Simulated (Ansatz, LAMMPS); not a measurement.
# Energy and forces of liquid Mg44Si45Fe11 (at. %) at 1280 K (62 atoms), part 2 of 2

Wanted: forces and levels of liquid Mg44Si45Fe11 (at. %) at 1280 K (62 atoms).

Ansatz 0.2.0; Kohn-Sham DFT, PBEsol, PAW (set soft_2), plane waves.

The cell: 27 Mg, 28 Si and 7 Fe. The starting topology of bonds comes from the classical model. The Brillouin zone is sampled at Γ only, in a cell whose shortest periodic width is 11 Å.

So far: The structure; The classical run that made the cell; Plane-wave single point.

### 3. Plane-wave single point (continued)

Density of states as counts of states in windows of 0.5 eV (from the Fermi level), total and the larger projections:

```tsv
from (eV)	to (eV)	total up	total down	Si p	Fe d	Si s	Mg s
-10	-9.5	1.6	1.6	0.6	0.0	2.1	0.2
-9.5	-9	2.0	2.0	0.7	0.0	2.7	0.4
-9	-8.5	3.1	3.1	1.1	0.1	4.2	0.6
-8.5	-8	2.1	2.1	0.8	0.1	2.7	0.3
-8	-7.5	3.2	3.2	1.4	0.1	4.3	0.4
-7.5	-7	3.5	3.5	1.6	0.3	4.5	0.5
-7	-6.5	2.4	2.2	1.1	0.2	2.9	0.4
-6.5	-6	3.9	4.0	1.9	0.4	4.7	0.7
-6	-5.5	2.7	2.7	1.3	0.2	3.4	0.3
-5.5	-5	0.6	0.7	0.3	0.1	0.7	0.1
-5	-4.5	3.2	2.3	3.1	0.5	0.5	1.1
-4.5	-4	5.9	6.0	6.8	1.0	0.9	2.6
-4	-3.5	7.4	6.4	8.0	1.7	1.0	2.5
-3.5	-3	8.5	6.8	8.6	2.9	1.0	2.4
-3	-2.5	10.3	8.0	9.1	4.9	1.1	2.4
-2.5	-2	11.9	7.7	8.5	7.1	0.9	2.3
-2	-1.5	13.8	9.3	8.8	9.3	1.0	2.7
-1.5	-1	9.8	10.1	7.2	7.7	0.9	2.4
-1	-0.5	9.4	11.1	7.0	7.5	1.0	2.8
-0.5	0	8.8	11.3	7.4	5.9	1.1	2.9
0	0.5	7.8	11.2	7.0	5.3	1.0	2.5
0.5	1	8.1	10.9	7.4	4.5	1.1	2.4
1	1.5	7.4	9.2	6.9	2.3	0.9	2.2
1.5	2	8.6	8.6	7.1	1.5	1.0	2.3
2	2.5	7.7	7.7	5.5	1.1	0.7	1.8
2.5	3	9.4	9.6	5.8	1.0	0.8	2.0
```

Between -26 and -10 eV lie 6 more states.

About 270 of the 494 electrons lie in deeper levels, below the stored range.

The levels nearest the highest filled one (over half full), pooled over k-points and spins:

```tsv
level less the highest filled one (eV)	occupation
-0.161	1
-0.130	1
-0.108	1
-0.0565	0.983
-0.0323	0.924
0	0.699
0.0572	0.136
0.0595	0.123
0.0662	0.088
0.0807	0.039
0.106	0.007
0.133	0.001
```

Spin density in the ac plane at fractional y = 0.953, with atoms of Mg and Si and Fe within 0.2 Å of it.

Ten even steps from '_' (0.0 e/Å³) to '@' (2.4 e/Å³), each cell a mean:
```
________________________________________________________________
________________________________________________________________
________________________________________________________________
________________________________________________________________
________________________________________________________________
________________________________________________________________
________________________________________________________________
________________________..++%%--________________________________
________________________..**@@--________________________________
__________________________....__________________________________
________________________________________________________________
________________________________________________________________
________________________________________________________________
________________________________________________________________
________________________________________________________________
________________________________________________________________
________________________________________________________________
________________________________________________________________
________________________________________________________________
________________________________________________________________
________________________________________________________________
________________________________________________________________
________________________________________________________________
________________________________________________________________
```
Columns run along a (11.5 Å), rows up along c (11.5 Å). Atoms in or near the plane, at fractional coordinates: Mg at (0.03, 0.23), Mg at (0.52, 0.93), Si at (0.42, 0.45), Si at (0.66, 0.13), Fe at (0.43, 0.65).

Valence density in the ac plane at fractional y = 0.953, with atoms of Mg and Si and Fe within 0.2 Å of it. It is the smooth field of the valence electrons, not physical close to the nuclei.

Ten steps, logarithmic in the rise over the least value, from '0' (0 e/Å³) to '9' (17 e/Å³), each cell a mean:
```
00000000000000137631000000145200
00000000000000169951000000012100
00000000000000137630000000000000
11111001111000001100000000000011
22221111331000000000000000000012
21221111221111111111100000000112
22221111111124432111110000000012
12111112211258973211111000000011
11111222222269973111111110000001
11011222221235642111122221000011
11111222211122221111111121100111
11111122111222221111121221100111
10001111111211121111122221100011
00001331111211121100111111000000
00002441001122221100000000000000
00011110000111110000000000000000
12111000000000000000000000000000
78621000000000000000111000000002
89720000000011111111121110000003
45300000000112221112222210000001
00000000000112221122101210000000
00000000000011111112212210000000
00000000000001111111222110000000
00000000000000001111111000133100
```
Columns run along a (11.5 Å), rows up along c (11.5 Å). Atoms in or near the plane, at fractional coordinates: Mg at (0.03, 0.23), Mg at (0.52, 0.93), Si at (0.42, 0.45), Si at (0.66, 0.13), Fe at (0.43, 0.65).

The cell holds a total moment of 10.3 μB; no search proves this magnetic order the lowest. Within 0.4 eV of the Fermi level the largest share is Si p (43 % of the projected weight).

### 4. Distances and neighbours

Bonds and neighbours are counted at the geometry of the runs.

Density 2.01 g/cm³, 24.39 Å³ an atom.

Pair distribution functions g(r), in bins of 0.2 Å:

```tsv
r (Å)	total	Si-Si	Si-Mg	Si-Fe	Mg-Mg	Mg-Fe	Fe-Fe
2.10	0.07	0.00	0.00	0.65	0.00	0.00	0.00
2.30	0.87	0.56	0.00	7.44	0.00	0.00	0.00
2.50	1.73	2.18	0.87	6.82	0.25	0.98	7.71
2.70	1.75	2.49	1.96	2.56	0.92	0.00	3.31
2.90	1.67	1.63	2.27	0.36	0.96	1.56	5.84
3.10	1.35	0.98	1.92	0.64	1.38	0.32	2.69
3.30	0.95	0.84	0.96	1.12	1.23	0.59	0.00
3.50	0.95	1.52	0.59	0.49	1.49	0.53	2.04
3.70	0.89	0.44	0.92	0.65	1.21	0.72	5.40
3.90	0.78	0.81	0.57	1.01	1.08	0.43	3.31
4.10	0.87	0.46	0.80	0.72	1.17	1.13	4.54
4.30	0.91	0.98	0.90	1.16	0.82	0.86	0.00
4.50	0.95	1.07	0.95	0.31	1.06	1.27	0.00
4.70	1.11	1.05	0.97	1.40	1.35	1.01	1.12
4.90	1.11	1.34	1.16	1.42	0.76	0.79	0.99
5.10	0.96	1.00	0.88	1.65	0.96	0.61	0.00
5.30	1.04	0.77	1.25	0.87	1.17	0.68	0.86
5.50	0.99	0.76	0.89	0.50	1.37	1.77	0.00
```

The surroundings of Si34, which bears the longest force, nearest first, numbered as they follow in the input and with coordinates relative to it.

```tsv
atom	x	y	z	distance (Å)	moment (μB)	Fx	Fy	Fz (eV/Å)
Si34	0.00	0.00	0.00	0.00	0.00	-0.15	-1.75	-0.41
Si42	-1.05	-1.85	1.29	2.49	-0.01	-0.38	-0.05	0.37
Fe59	-2.02	-1.40	-0.77	2.57	1.77	-0.15	-0.50	-0.27
Si30	1.68	-1.96	0.22	2.59	0.00	0.32	-0.04	-0.33
Mg4	-0.37	2.34	-1.09	2.61	0.00	-0.96	-0.45	-0.58
Si39	0.20	-1.64	-2.15	2.71	0.00	-0.71	0.56	0.73
Mg7	-0.05	0.94	2.82	2.98	0.00	-0.09	-0.18	0.02
Si40	-3.12	0.57	-1.30	3.43	-0.04	0.46	-0.04	-0.45
```

### 5. Outcome

| Item | Value |
| --- | --- |
| free energy per atom | -1615.1728 eV/atom |
| pressure | -5.859 GPa |
| r.m.s. force component | 0.5531 eV/Å |
| wall time of the 1 DFT run | 67 s |

In words: 6 levels are partly filled, by over 2 % (at Γ alone): no clear gap opens at this level. The cell holds a total moment of 10.3 μB; no search proves this magnetic order the lowest.

Caveats: In the spin-polarised runs the search for a state of lower energy was switched off. The force components of 0.55 eV/Å r.m.s. reflect the temperature of the frame as well as the gap between the generating potential and DFT. The run was spin polarised, started with 7 parallel moments, ending at 10.3 μB in the cell; that starting order needn't be the real material's, and it bears on forces, charges and levels. The moments were started parallel, whereas the real liquid is a paramagnet at this temperature. The pressure of -5.9 GPa is that of one thermal frame, in which the classical model's bond lengths enter as well as the volume, without the kinetic term.

[Logs are printed without paths, hosts, clocks, repeated set-up lines and the standing remarks that a program may print on its own settings, such as how far it seeks lower states.]

[Hosts, paths, dates, database ids (printed as entryN), source tags and the programs' standing remarks are cut or masked in the printed files.]
